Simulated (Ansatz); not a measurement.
# CsTiF3: relaxing a made-up structure, part 2 of 2

This structure for CsTiF3 is made up. Its elements were placed in a known structure type with a cell scaled to their sizes. What cell does the guess relax to, and how far off was it?

Ansatz 0.2.0; DFT, PBE, plane-wave PAW, files of the set soft_1, scalar-relativistic, no spin, cell and ions relaxed at zero pressure; PAW set soft_1 (the session's first sound run).

So far: The structure; Relaxation of the guess.

**3. Electronic structure of the relaxed cell**

A second self-consistent run takes a narrower smearing and the mesh shown in its input; the bands follow along the standard path of the relaxed lattice.

This step: DFT, PBE, plane-wave PAW, files of the set soft_1, scalar-relativistic, no spin, bands and density of states at the relaxed cell; PAW set soft_1 (Ansatz 0.2.0).

Contents of input.yaml:

```yaml
crystal:
  lattice:
    - [3.0554563746, 1.7640685604, 2.4940241443]
    - [-3.0554563746, 1.7640685604, 2.4940241443]
    - [0.0, -3.5281371207, 2.4940241443]
  atoms:
    - { symbol: Cs, position: [0.0138328722, 0.0138328722, 0.0138328722] }
    - { symbol: Ti, position: [0.5142137966, 0.5142137966, 0.5142137966] }
    - { symbol: F, position: [0.0142124573, 0.514053787, 0.514053787] }
    - { symbol: F, position: [0.514053787, 0.514053787, 0.0142124573] }
    - { symbol: F, position: [0.514053787, 0.0142124573, 0.514053787] }
kpoints:
  mp_grid: { grid: [8, 8, 8] }
  band_path:
    path:
      - [[0.0, 0.0, 0.0], [0.0, 0.5, 0.0], [0.5, 0.5, 0.0], [0.0, 0.0, 0.0], [0.5, 0.5, 0.5], [0.0, 0.5, 0.0]]
      - [[0.5, 0.5, 0.0], [0.5, 0.5, 0.5]]
    npoints: 13
scf:
  occupations: { method: fermi_dirac, width: 0.03 }
  n_extra_bands: 9
hamiltonian:
  xc: pbe
  pseudopotentials: { kind: paw, azcp: { folder: soft_1 } }
output:
  forces: true
  stress: true
  write_bands: true
  dos: { projected: true }
  write_density: true
  write_potential: true
  elf: true
  volumetric_format: npy
```

Started as:

```sh
ansatz run input.yaml --threads 4 --pin off --max-ram 8192MiB --backend cpu --events-out ev --progress --plain --runs-dir out
```

Numbers of over 12 decimals in the logs are rounded to 6 here.

Log:

```text
[...]
Crystal: 5 atoms, lattice volume = 80.657 Å³
Basis set: ecut = 420 eV, 1575 PW (Γ), exchange–correlation on 60×60×60 points (8 copies of the dense FFT grid, shifted against one another)
Bands: 30, of which v1, the nominal top of the filled ones, is band 21 counted from 1 (20 counted from 0)
Symmetry: 6 space group operations
[...]
k-points: 65 of 512 (time reversal used)
[...]
SCF iter   1: F=—  HF=-10608.854156 eV  |F-HF|=—  |Δ(HF+E_count)|=         —  Δρ=2.60e-1  dr2=5.57e1  ethr=3.10e-3  ⟨swp⟩=6.3  Hψ=8441  notcnv=0
[...]
SCF iter  10: F=-10600.412646 eV  HF=-10600.412646 eV  |F-HF|=3.08e-8  |Δ(HF+E_count)|=   7.59e-7  Δρ=8.49e-6  dr2=5.76e-8  ethr=2.38e-10  ⟨swp⟩=12.7  Hψ=14132  notcnv=0
SCF 1 converged in 10 iterations: F = -10600.412646 eV  dr2 = 5.76e-8
[...]
NSCF: frozen V_eff on 80 k-points
SCF converged after 10 iterations
Free energy (F): -10600.412646 eV
[...]
Internal energy: -10600.398004 eV  (E = F + TS)
E sigma→0 (E₀):  -10600.405325 eV
Entropy (-TS):   -0.014642 eV (-2.928 meV/atom)
Fermi energy:    10.694937 eV
[...]
--- Forces (eV/Å), atoms counted from 1 ---
  atom   1  Cs     0.00000000     0.00000000     0.00561106
  atom   2  Ti    -0.00000000    -0.00000000    -0.00721315
  atom   3  F     -0.00104887    -0.00060557     0.00055796
  atom   4  F      0.00000000     0.00121113     0.00055796
  atom   5  F      0.00104887    -0.00060557     0.00055796
  max |Σ_I F_I| component: 7.18e-5 eV/Å
--- Stress (GPa, compression-positive) ---
       -0.124075      -0.000000      -0.000000
       -0.000000      -0.124075       0.000000
        0.000000       0.000000      -0.107901
  P = ⅓ Tr σ = -0.1187 GPa (-1.187 kbar)
--- Band table (eV; the first three rows and the last of 65) ---
  k-point 0: bands = [... 17 lower, 3.7676, 3.7676, 3.7689, 10.1919, 10.1924, 10.1924, 11.3762, 11.3762, ... 5 higher]
  k-point 1: bands = [... 17 lower, 3.6155, 3.7218, 3.7227, 10.2085, 10.2916, 10.2918, 11.4058, 11.5362, ... 5 higher]
  k-point 2: bands = [... 17 lower, 3.2770, 3.6009, 3.6018, 10.2485, 10.5351, 10.5353, 11.4667, 11.8694, ... 5 higher]
  k-point 64: bands = [... 17 lower, 3.6584, 3.6584, 3.6586, 11.3260, 11.3260, 11.3260, 13.1442, 13.1454, ... 5 higher]
```

The job ended after 8.7 s (4 threads of Arm Neoverse V1, shared host; peak memory 0.5 GiB; 34 s of CPU time).

Reading the cycles: dr2 is the Hartree energy of the density residual (eV), the measure of convergence; HF is the Harris–Foulkes estimate of the energy, which meets the free energy F at convergence.

This step gave:

```yaml
free_energy: -10600.4126 eV
energy_at_zero_smearing: -10600.4053 eV
smearing_term_ts: 0.01464 eV
fermi_energy: 10.69 eV
pressure: -0.1187 GPa
```

From bands.tsv, the bands that come nearest the Fermi level along the path, at its corners, in eV from the Fermi level:

| point | band 18 | band 19 | band 20 | band 21 | band 22 | band 23 | band 24 | band 25 |
| --- | --- | --- | --- | --- | --- | --- | --- | --- |
| Γ | -6.93 | -6.93 | -6.93 | -0.50 | -0.50 | -0.50 | 0.68 | 0.68 |
| X | -7.44 | -7.37 | -7.37 | -0.39 | 0.20 | 0.20 | 0.84 | 1.57 |
| M | -7.07 | -7.06 | -7.05 | 0.11 | 0.11 | 0.58 | 0.94 | 2.63 |
| Γ | -6.93 | -6.93 | -6.93 | -0.50 | -0.50 | -0.50 | 0.68 | 0.68 |
| R | -7.04 | -7.04 | -7.04 | 0.63 | 0.63 | 0.63 | 2.45 | 2.45 |
| X | -7.44 | -7.37 | -7.37 | -0.39 | 0.20 | 0.20 | 0.84 | 1.57 |
| M | -7.07 | -7.06 | -7.05 | 0.11 | 0.11 | 0.58 | 0.94 | 2.63 |
| R | -7.04 | -7.04 | -7.04 | 0.63 | 0.63 | 0.63 | 2.45 | 2.45 |

Counts of states for the cell as run, both spins, by energy window (eV from the Fermi level):

```
from  to  total
  -8  -7  10.57
  -7  -6   0.26
  -6  -5   0.00
  -5  -4   0.00
  -4  -3   0.00
  -3  -2   0.00
  -2  -1   0.00
  -1   0   1.94
   0   1   4.63
   1   2   2.67
   2   3   2.31
   3   4   3.52
```

Below -8 eV lie 29.2 more states.

Valence density in the ac plane of the conventional cell at fractional y = 0.333, with atoms of Cs and Ti and F within 0.2 Å of it. It is the smooth field of the valence electrons, not physical close to the nuclei.

Ten steps, logarithmic in the rise over the least value, from '_' (0 e/Å³) to '@' (11 e/Å³), each cell a mean:
```
::::::::::::--------==++==--------
::::::::::::::::--==##%%##++----::
::::::::::::::::--**@@@@@@**--::::
::::::::::::::::--++%%@@%%**--::::
::::::::::::::----==**##**==------
--::::::::::----------==----------
--::::::::--------::::::::::------
::::::::::::------::::::::::::----
::::::::::::::::::::::::::::::::::
::::::::::::::::::----------::::::
::--====--::::::--==++++++==--::::
--++####++--::::--++++++++++==::::
--##@@@@##==::--==++==__==++==--::
--**@@@@##==::::==++==::==++==--::
--==****==--::::--==++++++++--::::
::::------::::::::--======----::::
::::::::::::::::::::------::::::::
::::::::::::::::::::::::::::::::::
::::::::::::------::::::::::------
--::::::::--------::::::::::------
```
Columns run along a (6.1 Å), rows up along c (7.5 Å), edges of the conventional cell, whose origin can differ from the input's. Atoms in or near the plane, at fractional coordinates: Cs at (0.67, 0.35), Ti at (0.67, 0.85), F at (0.17, 0.35).

Electrostatic potential energy in the ac plane of the conventional cell at fractional y = 0.333, with atoms of Cs and Ti and F within 0.2 Å of it. With pseudopotentials it is smooth inside the atoms' cores, unlike the true potential.

Ten even steps from '0' (-31 eV) to '9' (12 eV), each cell a mean:
```
99999999985457999
99999999851014899
99999999720002799
99999999830002799
99999999862125899
99999999987678999
99999999999999999
99999999999999999
99999999999999999
99999999988788999
99999999864446899
97327999743334799
94003999633333689
94003999633333689
99558999753334799
99999999976557899
99999999998889999
99999999999999999
99999999999999999
99999999998889999
```
Columns run along a (6.1 Å; values clipped at the 3rd and 97th percentile), rows up along c (7.5 Å), edges of the conventional cell, whose origin can differ from the input's. Atoms in or near the plane, at fractional coordinates: Cs at (0.67, 0.35), Ti at (0.67, 0.85), F at (0.17, 0.35).

ELF in the ac plane of the conventional cell at fractional y = 0.333, with atoms of Cs and Ti and F within 0.2 Å of it. It is the smooth field of the valence electrons, not physical close to the nuclei.

Values, 11 rows by 16 columns, each cell a mean:
```
0.15 0.04 0.03 0.03 0.05 0.20 0.35 0.28 0.13 0.30 0.55 0.52 0.23 0.15 0.31 0.33
0.03 0.01 0.01 0.01 0.01 0.03 0.06 0.06 0.29 0.67 0.66 0.68 0.61 0.20 0.06 0.05
0.13 0.03 0.03 0.02 0.04 0.17 0.30 0.24 0.14 0.36 0.60 0.57 0.28 0.14 0.27 0.29
0.24 0.06 0.04 0.04 0.08 0.31 0.55 0.53 0.26 0.08 0.10 0.09 0.10 0.33 0.56 0.52
0.09 0.04 0.04 0.04 0.04 0.12 0.24 0.22 0.10 0.08 0.12 0.12 0.07 0.12 0.24 0.22
0.08 0.24 0.35 0.34 0.20 0.06 0.03 0.14 0.47 0.70 0.79 0.79 0.66 0.38 0.10 0.03
0.43 0.74 0.73 0.75 0.70 0.31 0.08 0.52 0.86 0.79 0.52 0.57 0.84 0.82 0.38 0.07
0.45 0.76 0.71 0.73 0.73 0.33 0.09 0.53 0.87 0.76 0.44 0.49 0.82 0.83 0.40 0.08
0.11 0.31 0.43 0.42 0.26 0.08 0.03 0.19 0.55 0.76 0.82 0.82 0.73 0.47 0.13 0.03
0.07 0.04 0.04 0.04 0.04 0.09 0.19 0.17 0.09 0.12 0.19 0.18 0.10 0.10 0.18 0.17
0.23 0.06 0.04 0.04 0.08 0.30 0.54 0.53 0.26 0.08 0.07 0.07 0.10 0.33 0.55 0.51
```
Columns run along a (6.1 Å), rows up along c (7.5 Å), edges of the conventional cell, whose origin can differ from the input's. Atoms in or near the plane, at fractional coordinates: Cs at (0.67, 0.35), Ti at (0.67, 0.85), F at (0.17, 0.35).

**4. Summary of results**

```
space group, relaxed : Pm-3m
conventional cell    : a = 4.321, b = 4.321, c = 4.321 Å; α = 90.0°, β = 90.0°, γ = 90.0°
volume per atom      : 16.13 Å³ (guess 19.30)
```

CsTiF3 relaxes to Pm-3m with a = 4.321, b = 4.321 and c = 4.321 Å. The guessed volume was 20 % too large. The symmetry rose from R3m to Pm-3m, so the distortion of the structure type doesn't survive with these elements. Bands cross the Fermi level, so it is a metal or semimetal at this level. On the 8×8×8 mesh with the narrower smearing (relaxed on 6×6×6) the largest force component is 0.007 eV/Å and the largest stress component is 0.124 GPa, against the relaxation's thresholds of 0.015 eV/Å and 0.05 GPa. The cutoff wasn't tested. Spin-orbit coupling is left out, which can matter for elements this heavy. No dispersion term is used, so weakly bound directions may come out too long. The runs have no spin, and magnetism wasn't tested. Nothing here tests whether the compound is stable against decomposition.

[Logs are printed without paths, hosts, clocks, repeated set-up lines and the standing remarks that a program may print on its own settings, such as how far it seeks lower states.]

[Hosts, paths, dates, database ids (printed as entryN), source tags and the programs' standing remarks are cut or masked in the printed files.]
